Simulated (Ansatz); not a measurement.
**Lattice dynamics of YbC2 (I4/mmm)**

Aim: the vibrations of YbC2 (I4/mmm), their spectra, and whether the structure is stable.

Program: Ansatz 0.2.0. Level of theory: DFT PBEsol, scalar-relativistic, plane waves, PAW. Results are calculated unless marked as measured.

### Step 1. The starting structure

It takes space group I4/mmm (No. 139, tetragonal). The conventional cell has a = 3.816 Å, b = 3.816 Å, c = 6.428 Å, α = 90.00°, β = 90.00°, γ = 90.00°. Yb has 10 C at 2.58 to 2.77 Å nearest. Nearest to C lie 1 C at 1.26 Å and 5 Yb at 2.58 to 2.77 Å. Farther neighbours are not listed.

### Step 2. Rough relaxation

A rough relaxation comes first, because large forces or stress need no tight tolerances yet.

Contents of input.yaml:

```yaml
crystal:
  lattice:
    - [-1.907923, 1.907923, 3.21379]
    - [1.907923, -1.907923, 3.21379]
    - [1.907923, 1.907923, -3.21379]
  atoms:
    - { symbol: Yb, position: [0.0, 0.0, 0.0] }
    - { symbol: C, position: [0.598083, 0.598083, 0.0] }
    - { symbol: C, position: [0.401917, 0.401917, 0.0] }
kpoints:
  mp_grid: { grid: [8, 8, 8] }
hamiltonian:
  xc: pbesol
scf:
  occupations: { method: gaussian, width: 0.1 }
output:
  forces: true
  stress: true
  eigenvalues: true
relax:
  adjacent_minimum: "off"
  f_tol: 0.05
  max_steps: 80
  cell: { stress_tol: 0.5 }
```

Launch:

```
$ ansatz run input.yaml --threads 8 --pin off --max-ram 14336MiB --backend cpu --events-out ev --progress --plain --runs-dir out
```

Numbers of over 12 decimals in the logs are rounded to 6 here.

Log:

```text
The last accepted step is kept in <dir> (removed where the run ends without a failure and the disk answers)
Engine: ansatz 0.2.0, x86_64-unknown-linux-gnu
Pseudopotentials: kind: paw
Pseudopotential: Yb, paw, valence charge 24, recommended cutoff 420 eV (normal), Yb.paw.azcp
Pseudopotential: C, paw, valence charge 4, recommended cutoff 420 eV (normal), C.paw.azcp
Functional definition: PBEsol
  exchange = pbesol_x
[...]
F+E_penalty+E_count = -14170.16240697 eV   max|allowed force component| = 2.259e-2 eV/Å   (the final SCF, on the basis selected at the relaxed cell)
  cell:  # Å, volume = 40.1499 Å³
    - [-1.810862, 1.810862, 3.060935]
    - [1.810862, -1.810862, 3.060935]
    - [1.810862, 1.810862, -3.060935]
  atoms:
    - { symbol: Yb, position: [4.498124944838776e-19, 4.498124944838771e-19, 0] }
    - { symbol: C, position: [0.604763, 0.604763, 0] }
    - { symbol: C, position: [0.395237, 0.395237, 0] }
[key lines of the parts left out:]
SCF converged after 7 iterations
Free energy (F): -14170.162407 eV
Fermi energy:    12.305210 eV
P = ⅓ Tr σ = -0.2730 GPa (-2.730 kbar)
```

Elapsed: 3.2 s, on 8 threads of Intel Xeon Platinum 8375C at 2.90GHz (Ice Lake), shared host; peak memory 0.51 GiB.

Step by step:

| step | energy less that of the first step (eV) | largest force component (eV/Å) | pressure (GPa) | volume (Å³) |
| --- | --- | --- | --- | --- |
| 1 | 0.0000 | 1.6343 | -7.19 | 46.79 |
| 2 | -0.2400 | 0.6459 | -0.77 | 41.30 |
| 3 | -0.2558 | 0.2117 | 0.95 | 39.74 |
| 4 | -0.2567 | 0.0174 | -0.04 | 40.15 |
| 5* | -0.2514 | 0.0226 | -0.27 | 40.15 |

Relaxation steps marked * repeat the geometry before them on a plane-wave basis chosen anew for their cell, so energy and pressure can jump there.

Forces are held to the 16 operations that the run works with; a distortion that breaks them can't arise in this run.

| conventional cell, symmetrised | before | after | change |
| --- | --- | --- | --- |
| a (Å) | 3.816 | 3.622 | -5.1 % |
| b (Å) | 3.816 | 3.622 | -5.1 % |
| c (Å) | 6.428 | 6.122 | -4.8 % |
| volume (Å³/atom) | 15.60 | 13.38 | -14.2 % |

The atoms that moved most (Å, as changes of fractional coordinates times the final cell):

| atom | dx | dy | dz | length |
| --- | --- | --- | --- | --- |
| C2 | 0.000 | 0.000 | 0.041 | 0.041 |
| C3 | 0.000 | 0.000 | -0.041 | 0.041 |

The relaxed structure:

```cif
data_structure
_symmetry_space_group_name_H-M 'P 1'
_symmetry_Int_Tables_number 1
_cell_length_a 3.9910
_cell_length_b 3.9910
_cell_length_c 3.9910
_cell_angle_alpha 126.032
_cell_angle_beta 126.032
_cell_angle_gamma 79.835
_cell_volume 40.15
loop_
_atom_site_label
_atom_site_type_symbol
_atom_site_fract_x
_atom_site_fract_y
_atom_site_fract_z
_atom_site_occupancy
Yb1 Yb 0.00000 0.00000 0.00000 1
C2 C 0.60476 0.60476 0.00000 1
C3 C 0.39524 0.39524 0.00000 1
```

Numbers from this step:

* pressure: -0.2730 GPa
* volume per atom: 13.38 Å³
* gap on the k-mesh: 0 eV

In this step the volume went from 15.60 to 13.38 Å³/atom.

### Step 3. Relaxation

The cell and atoms are relaxed, since residual forces and stress would shift the frequencies.

Contents of input.yaml:

```yaml
crystal:
  lattice:
    - [-1.8108616127, 1.8108616127, 3.0609347571]
    - [1.8108616127, -1.8108616127, 3.0609347571]
    - [1.8108616127, 1.8108616127, -3.0609347571]
  atoms:
    - { symbol: Yb, position: [0.0, 0.0, 0.0] }
    - { symbol: C, position: [0.6047633537, 0.6047633537, 0.0] }
    - { symbol: C, position: [0.3952366463, 0.3952366463, 0.0] }
kpoints:
  mp_grid: { grid: [16, 16, 16] }
hamiltonian:
  xc: pbesol
scf:
  occupations: { method: gaussian, width: 0.1 }
output:
  forces: true
  stress: true
  eigenvalues: true
  write_density: true
  write_potential: true
  elf: true
  volumetric_format: npy
relax:
  adjacent_minimum: "off"
  f_tol: 0.005
  max_steps: 80
  cell: { stress_tol: 0.05 }
```

Log:

```text
[...]
Crystal: 3 atoms, lattice volume = 40.150 Å³
Basis set: ecut = 420 eV, 767 PW (Γ), exchange–correlation on 54×54×54 points (8 copies of the dense FFT grid, shifted against one another)
Bands: 20, of which v1, the nominal top of the filled ones, is band 16 counted from 1 (15 counted from 0)
Symmetry: 16 space group operations
[...]
k-points: 349 of 4096
[...]
SCF iter   1: F=—  HF=-14170.172438 eV  |F-HF|=—  |Δ(HF+E_count)|=         —  Δρ=9.30e-3  dr2=4.27e-2  ethr=1.77e-3  ⟨swp⟩=5.3  Hψ=32609  notcnv=0
[...]
SCF iter   8: F=-14170.162456 eV  HF=-14170.162456 eV  |F-HF|=3.09e-8  |Δ(HF+E_count)|=   4.59e-9  Δρ=1.04e-5  dr2=4.42e-8  ethr=3.13e-10  ⟨swp⟩=8.4  Hψ=59151  notcnv=0
SCF 1 converged in 8 iterations: F = -14170.162456 eV  dr2 = 4.42e-8
[...]
relax step   1: F+E_penalty+E_count = -14170.16245620 eV  Δ(F+E_penalty+E_count) = +0.000e0 eV  max|allowed force component| = 2.350e-2 eV/Å  Δτ_max = 0.0000 Å  P = -0.279 GPa  Ω = 40.150 Å³  (8 SCF iters, dr2 threshold 1.00e-7 eV, accepted)
Crystal: 3 atoms, lattice volume = 39.938 Å³
[...]
SCF iter   7: F=-14170.162940 eV  HF=-14170.162940 eV  |F-HF|=4.27e-8  |Δ(HF+E_count)|=   1.67e-7  Δρ=7.30e-6  dr2=1.71e-8  ethr=4.40e-10  ⟨swp⟩=10.7  Hψ=64240  notcnv=0
SCF 2 converged in 7 iterations: F = -14170.162940 eV  dr2 = 1.71e-8
  Residual-converged pass: ⟨swp⟩=1.1  Hψ=8396  notcnv=0  max |occ|·‖R‖ = 7.0e-9 eV (tolerance 1.0e-8 eV)  dr2=1.71e-8  dr2_onsite=7.09e-8  max |Δocc| = 9.7e-11
relax step   2: F+E_penalty+E_count = -14170.16293968 eV  Δ(F+E_penalty+E_count) = -4.835e-4 eV  max|allowed force component| = 1.030e-2 eV/Å  Δτ_max = 0.0008 Å  P = +0.142 GPa  Ω = 39.938 Å³  energy of the carried Pulay correction = +3.525e-4 eV  (7 SCF iters, dr2 threshold 2.45e-7 eV, accepted)
Crystal: 3 atoms, lattice volume = 39.998 Å³
[...]
SCF iter   6: F=-14170.162864 eV  HF=-14170.162864 eV  |F-HF|=4.32e-8  |Δ(HF+E_count)|=   6.75e-8  Δρ=4.88e-6  dr2=1.19e-8  ethr=2.09e-10  ⟨swp⟩=10.4  Hψ=57858  notcnv=0
SCF 3 converged in 6 iterations: F = -14170.162864 eV  dr2 = 1.19e-8
relax step   3: F+E_penalty+E_count = -14170.16286362 eV  Δ(F+E_penalty+E_count) = +7.605e-5 eV  max|allowed force component| = 3.343e-3 eV/Å  Δτ_max = 0.0001 Å  P = +0.005 GPa  Ω = 39.998 Å³  energy of the carried Pulay correction = +2.523e-4 eV  (6 SCF iters, dr2 threshold 6.67e-8 eV, accepted)
[...]
SCF iter   7: F=-14170.162617 eV  HF=-14170.162617 eV  |F-HF|=0.00e0  |Δ(HF+E_count)|=  3.64e-12  Δρ=6.54e-8  dr2=2.25e-12  ethr=1.00e-12  ⟨swp⟩=6.9  Hψ=39057  notcnv=0
SCF 4 converged in 7 iterations: F = -14170.162617 eV  dr2 = 2.25e-12
relax step   4: F+E_penalty+E_count = -14170.16261683 eV  Δ(F+E_penalty+E_count) = +2.468e-4 eV  max|allowed force component| = 3.438e-3 eV/Å  Δτ_max = 0.0000 Å  P = -0.005 GPa  Ω = 39.998 Å³  stress off target by 6.36e-3 GPa  SCF on the basis re-selected at this cell (its energy is not comparable with the rows above)  (7 SCF iters)
[...]
SCF converged after 7 iterations
Free energy (F): -14170.162617 eV
[...]
Internal energy: -14170.147335 eV  (E = F + TS)
E sigma→0 (E₀):  -14170.154976 eV
Entropy (-TS):   -0.015282 eV (-5.094 meV/atom)
Fermi energy:    12.361859 eV
[...]
--- Forces (eV/Å), atoms counted from 1 ---
  atom   1  Yb     0.00000000     0.00000000     0.00000000
  atom   2  C      0.00000000     0.00000000     0.00343834
  atom   3  C     -0.00000000     0.00000000    -0.00343834
  max |Σ_I F_I| component: 2.22e-16 eV/Å
--- Stress (GPa, compression-positive) ---
       -0.004217       0.000000       0.000000
        0.000000      -0.004217      -0.000000
        0.000000       0.000000      -0.006362
  P = ⅓ Tr σ = -0.0049 GPa (-0.049 kbar)
--- Band table (eV; the first three rows and the last of 349) ---
  k-point 0: bands = [... 12 lower, 12.1171, 12.3383, 12.4348, 12.4348, 13.0897, 13.0897, 14.5719, 16.3762]
  k-point 1: bands = [... 12 lower, 12.1151, 12.2805, 12.3719, 12.3907, 12.9681, 13.3911, 14.8217, 16.6137]
  k-point 2: bands = [... 12 lower, 12.1091, 12.2309, 12.2707, 12.3104, 12.6715, 14.1059, 15.4847, 16.9994]
  k-point 348: bands = [... 12 lower, 12.0507, 12.0934, 12.3353, 12.3353, 13.0341, 16.8217, 17.7037, 17.7037]
--- Relaxed structure (3 steps of the walk, 3 accepted, 1 SCFs on fresh bases) ---
[...]
cell:  # Å, volume = 39.9980 Å³
    - [-1.808176, 1.808176, 3.058419]
    - [1.808176, -1.808176, 3.058419]
    - [1.808176, 1.808176, -3.058419]
  atoms:
    - { symbol: Yb, position: [0, 0, 0] }
    - { symbol: C, position: [0.604875, 0.604875, 0] }
    - { symbol: C, position: [0.395125, 0.395125, 0] }
```

The job ended after 8.4 s (8 threads; peak memory 0.67 GiB).

The steps of the relaxation:

| step | energy less that of the first step (eV) | largest force component (eV/Å) | pressure (GPa) | volume (Å³) |
| --- | --- | --- | --- | --- |
| 1 | 0.0000 | 0.0235 | -0.28 | 40.15 |
| 2 | -0.0005 | 0.0103 | 0.14 | 39.94 |
| 3 | -0.0004 | 0.0033 | 0.00 | 40.00 |
| 4* | -0.0002 | 0.0034 | 0.00 | 40.00 |

Relaxation steps marked * repeat the geometry before them on a plane-wave basis chosen anew for their cell, so energy and pressure can jump there.

The run keeps the 16 symmetry operations that it works with, so distortions that break them were not tested.

| conventional cell, symmetrised | before | after | change |
| --- | --- | --- | --- |
| a (Å) | 3.622 | 3.616 | -0.1 % |
| b (Å) | 3.622 | 3.616 | -0.1 % |
| c (Å) | 6.122 | 6.117 | -0.1 % |
| volume (Å³/atom) | 13.38 | 13.33 | -0.4 % |

The relaxed structure:

```xyz
3
Lattice="-1.8082 1.8082 3.0584 1.8082 -1.8082 3.0584 1.8082 1.8082 -3.0584" Properties=species:S:1:pos:R:3 pbc="T T T"
Yb    0.0000    0.0000    0.0000
C     0.0000    0.0000    3.6999
C     0.0000    0.0000    2.4169
```

This step gave:

```yaml
pressure: -0.004932 GPa
volume_per_atom: 13.33 Å³
```

Electrostatic potential energy in the ac plane of the conventional cell at fractional y = 0.000, with atoms of Yb and C within 0.2 Å of it. With pseudopotentials it is smooth inside the atoms' cores, unlike the true potential.

Ten even steps from '_' (-59 eV) to '@' (16 eV), each cell a mean:
```
__..--++%%@@@@@@@@%%##++::__
::--==**%%@@@@@@@@@@%%**==::
++++**%%@@@@@@@@@@@@%%##**++
####%%@@@@@@@@@@@@@@@@@@%%##
@@@@@@@@@@@@@@@@@@@@@@@@@@@@
@@@@@@@@@@@@@@@@@@@@@@@@@@@@
**##@@@@@@@@@@@@@@@@@@@@%%##
..--##@@@@@@@@@@@@@@@@%%++::
__..++%%@@@@@@@@@@@@@@%%==__
__::**%%@@@@@@@@@@@@@@%%==..
--++##@@@@@@@@@@@@@@@@%%**==
==**%%@@@@@@@@@@@@@@@@@@##++
..::**@@@@@@@@@@@@@@@@%%++::
__..++%%@@@@@@@@@@@@@@%%--__
__::**@@@@@@@@@@@@@@@@%%++..
==**%%@@@@@@@@@@@@@@@@@@##++
%%@@@@@@@@@@@@@@@@@@@@@@@@%%
@@@@@@@@@@@@@@@@@@@@@@@@@@@@
%%%%@@@@@@@@@@@@@@@@@@@@%%%%
++**##%%@@@@@@@@@@@@@@%%##**
--==++##%%@@@@@@@@@@%%**==--
__..--**%%@@@@@@@@@@##++--..
____--++##@@@@@@@@%%##==::__
```
Columns run along a (3.6 Å; values clipped at the 3rd and 97th percentile), rows up along c (6.1 Å), edges of the conventional cell, whose origin can differ from the input's. Atoms in or near the plane, at fractional coordinates: Yb at (0.00, 0.00), C at (0.00, 0.60), C at (0.00, 0.40).

ELF in the ac plane of the conventional cell at fractional y = 0.000, with atoms of Yb and C within 0.2 Å of it. It is the smooth field of the valence electrons, not physical close to the nuclei.

Values, 23 rows by 14 columns, each cell a mean:
```
0.73 0.78 0.75 0.53 0.22 0.06 0.05 0.06 0.05 0.08 0.32 0.64 0.78 0.77
0.78 0.76 0.65 0.40 0.15 0.05 0.06 0.07 0.05 0.06 0.21 0.50 0.71 0.78
0.63 0.56 0.40 0.20 0.07 0.05 0.06 0.07 0.06 0.04 0.10 0.26 0.48 0.60
0.32 0.28 0.19 0.10 0.06 0.05 0.07 0.07 0.06 0.05 0.06 0.12 0.22 0.30
0.33 0.32 0.27 0.19 0.11 0.08 0.07 0.07 0.07 0.10 0.15 0.23 0.29 0.33
0.81 0.77 0.68 0.52 0.31 0.14 0.08 0.07 0.10 0.20 0.39 0.58 0.71 0.78
0.91 0.89 0.86 0.74 0.49 0.22 0.10 0.08 0.13 0.32 0.59 0.79 0.87 0.90
0.61 0.71 0.81 0.77 0.59 0.29 0.12 0.08 0.16 0.41 0.66 0.79 0.76 0.66
0.19 0.38 0.67 0.71 0.58 0.31 0.12 0.08 0.17 0.42 0.64 0.72 0.58 0.31
0.31 0.45 0.65 0.66 0.54 0.28 0.12 0.07 0.15 0.38 0.60 0.69 0.59 0.39
0.73 0.74 0.74 0.67 0.50 0.26 0.11 0.07 0.14 0.35 0.57 0.71 0.76 0.74
0.83 0.82 0.78 0.67 0.49 0.25 0.10 0.07 0.14 0.34 0.56 0.72 0.80 0.82
0.47 0.57 0.69 0.67 0.52 0.27 0.11 0.07 0.15 0.37 0.58 0.69 0.64 0.52
0.13 0.34 0.64 0.69 0.56 0.30 0.12 0.08 0.16 0.41 0.63 0.69 0.54 0.24
0.47 0.59 0.75 0.75 0.59 0.30 0.12 0.08 0.16 0.42 0.67 0.78 0.72 0.55
0.85 0.86 0.85 0.76 0.55 0.26 0.11 0.08 0.14 0.36 0.64 0.81 0.87 0.85
0.88 0.84 0.76 0.61 0.38 0.17 0.09 0.07 0.11 0.23 0.46 0.68 0.80 0.86
0.52 0.49 0.42 0.32 0.19 0.10 0.08 0.07 0.08 0.12 0.21 0.35 0.46 0.51
0.24 0.22 0.15 0.10 0.07 0.06 0.07 0.07 0.07 0.06 0.08 0.12 0.18 0.22
0.52 0.46 0.30 0.14 0.05 0.05 0.06 0.07 0.06 0.05 0.08 0.20 0.37 0.49
0.76 0.72 0.57 0.32 0.10 0.05 0.06 0.07 0.05 0.06 0.18 0.42 0.64 0.74
0.76 0.79 0.73 0.50 0.19 0.05 0.05 0.06 0.05 0.08 0.30 0.60 0.77 0.78
0.65 0.76 0.78 0.57 0.24 0.06 0.05 0.06 0.05 0.10 0.36 0.67 0.79 0.72
```
Columns run along a (3.6 Å), rows up along c (6.1 Å), edges of the conventional cell, whose origin can differ from the input's. Atoms in or near the plane, at fractional coordinates: Yb at (0.00, 0.00), C at (0.00, 0.60), C at (0.00, 0.40).

Valence density in the ac plane of the conventional cell at fractional y = 0.000, with atoms of Yb and C within 0.2 Å of it. It is the smooth field of the valence electrons, not physical close to the nuclei.

Ten steps, logarithmic in the rise over the least value, from '0' (0 e/Å³) to '9' (37 e/Å³), each cell a mean:
```
98631000002478
76420000001357
43210000000134
21100000000012
11000000000011
21100000000011
32110000000122
33210000001123
33210000001233
43210000001233
43210000001234
43210000001234
43210000001233
33210000001233
33210000001233
33210000000123
22100000000112
11000000000011
11000000000011
33200000000123
65320000001246
98531000001468
99631000002479
```
Columns run along a (3.6 Å), rows up along c (6.1 Å), edges of the conventional cell, whose origin can differ from the input's. Atoms in or near the plane, at fractional coordinates: Yb at (0.00, 0.00), C at (0.00, 0.60), C at (0.00, 0.40).

In this step the volume went from 13.38 to 13.33 Å³/atom.

### Step 4. Relaxing to small forces for the phonons

Phonons need a cell at rest on their own settings, so the relaxation is repeated with tight tolerances on forces and stress on the k mesh and occupations of the first response run.

Contents of input.yaml:

```yaml
crystal:
  lattice:
    - [-1.8081763664, 1.8081763664, 3.0584187337]
    - [1.8081763664, -1.8081763664, 3.0584187337]
    - [1.8081763664, 1.8081763664, -3.0584187337]
  atoms:
    - { symbol: Yb, position: [0.0, 0.0, 0.0] }
    - { symbol: C, position: [0.6048745547, 0.6048745547, 0.0] }
    - { symbol: C, position: [0.3951254453, 0.3951254453, 0.0] }
kpoints:
  mp_grid: { grid: [16, 16, 16] }
hamiltonian:
  xc: pbesol
scf:
  occupations: { method: methfessel_paxton, width: 0.2 }
output:
  forces: true
  stress: true
  eigenvalues: true
relax:
  adjacent_minimum: "off"
  f_tol: 0.001
  max_steps: 60
  cell: { stress_tol: 0.01 }
```

Log:

```text
[...]
Crystal: 3 atoms, lattice volume = 39.998 Å³
Basis set: ecut = 420 eV, 767 PW (Γ), exchange–correlation on 54×54×54 points (8 copies of the dense FFT grid, shifted against one another)
Bands: 20, of which v1, the nominal top of the filled ones, is band 16 counted from 1 (15 counted from 0)
Symmetry: 16 space group operations
[...]
k-points: 349 of 4096
[...]
--- Relaxed structure (5 steps of the walk, 5 accepted, 2 SCFs on fresh bases) ---
[...]
cell:  # Å, volume = 39.7571 Å³
    - [-1.804117, 1.804117, 3.053697]
    - [1.804117, -1.804117, 3.053697]
    - [1.804117, 1.804117, -3.053697]
  atoms:
    - { symbol: Yb, position: [0, 0, 0] }
    - { symbol: C, position: [0.605090, 0.605090, 0] }
    - { symbol: C, position: [0.394910, 0.394910, 0] }
[key lines of the parts left out:]
SCF converged after 7 iterations
Free energy (F): -14170.114513 eV
Fermi energy:    12.413016 eV
P = ⅓ Tr σ = -0.0003 GPa (-0.003 kbar)
```

Elapsed: 14 s, on 8 threads; peak memory 0.65 GiB; 98 s of CPU time.

The steps of the relaxation:

| step | energy less that of the first step (eV) | largest force component (eV/Å) | pressure (GPa) | volume (Å³) |
| --- | --- | --- | --- | --- |
| 1 | 0.0000 | 0.0445 | -0.43 | 40.00 |
| 2 | -0.0009 | 0.0180 | 0.22 | 39.68 |
| 3 | -0.0008 | 0.0054 | 0.01 | 39.76 |
| 4 | -0.0008 | 0.0006 | 0.00 | 39.76 |
| 5* | -0.0004 | 0.0008 | -0.01 | 39.76 |
| 6 | -0.0004 | 0.0002 | 0.00 | 39.76 |
| 7* | -0.0004 | 0.0002 | 0.00 | 39.76 |

Relaxation steps marked * repeat the geometry before them on a plane-wave basis chosen anew for their cell, so energy and pressure can jump there.

The run keeps the 16 symmetry operations that it works with, so distortions that break them were not tested.

| conventional cell, symmetrised | before | after | change |
| --- | --- | --- | --- |
| a (Å) | 3.616 | 3.608 | -0.2 % |
| b (Å) | 3.616 | 3.608 | -0.2 % |
| c (Å) | 6.117 | 6.107 | -0.2 % |
| volume (Å³/atom) | 13.33 | 13.25 | -0.6 % |

The relaxed structure:

```cif
data_structure
_symmetry_space_group_name_H-M 'P 1'
_symmetry_Int_Tables_number 1
_cell_length_a 3.9793
_cell_length_b 3.9793
_cell_length_c 3.9793
_cell_angle_alpha 126.079
_cell_angle_beta 126.079
_cell_angle_gamma 79.758
_cell_volume 39.76
loop_
_atom_site_label
_atom_site_type_symbol
_atom_site_fract_x
_atom_site_fract_y
_atom_site_fract_z
_atom_site_occupancy
Yb1 Yb 0.00000 0.00000 0.00000 1
C2 C 0.60509 0.60509 0.00000 1
C3 C 0.39491 0.39491 0.00000 1
```

This step gave:

| Item | Value |
| --- | --- |
| pressure | -2.83e-4 GPa |
| volume per atom | 13.25 Å³ |

The largest force component left is 0.22 meV/Å and the pressure is 0.000 GPa, within the tolerances set. The cell now holds 13.25 Å³/atom.

(Continued in part 2 of 2.)

[Logs are printed without paths, hosts, clocks, repeated set-up lines and the standing remarks that a program may print on its own settings, such as how far it seeks lower states.]

[Hosts, paths, dates, database ids (printed as entryN), source tags and the programs' standing remarks are cut or masked in the printed files.]
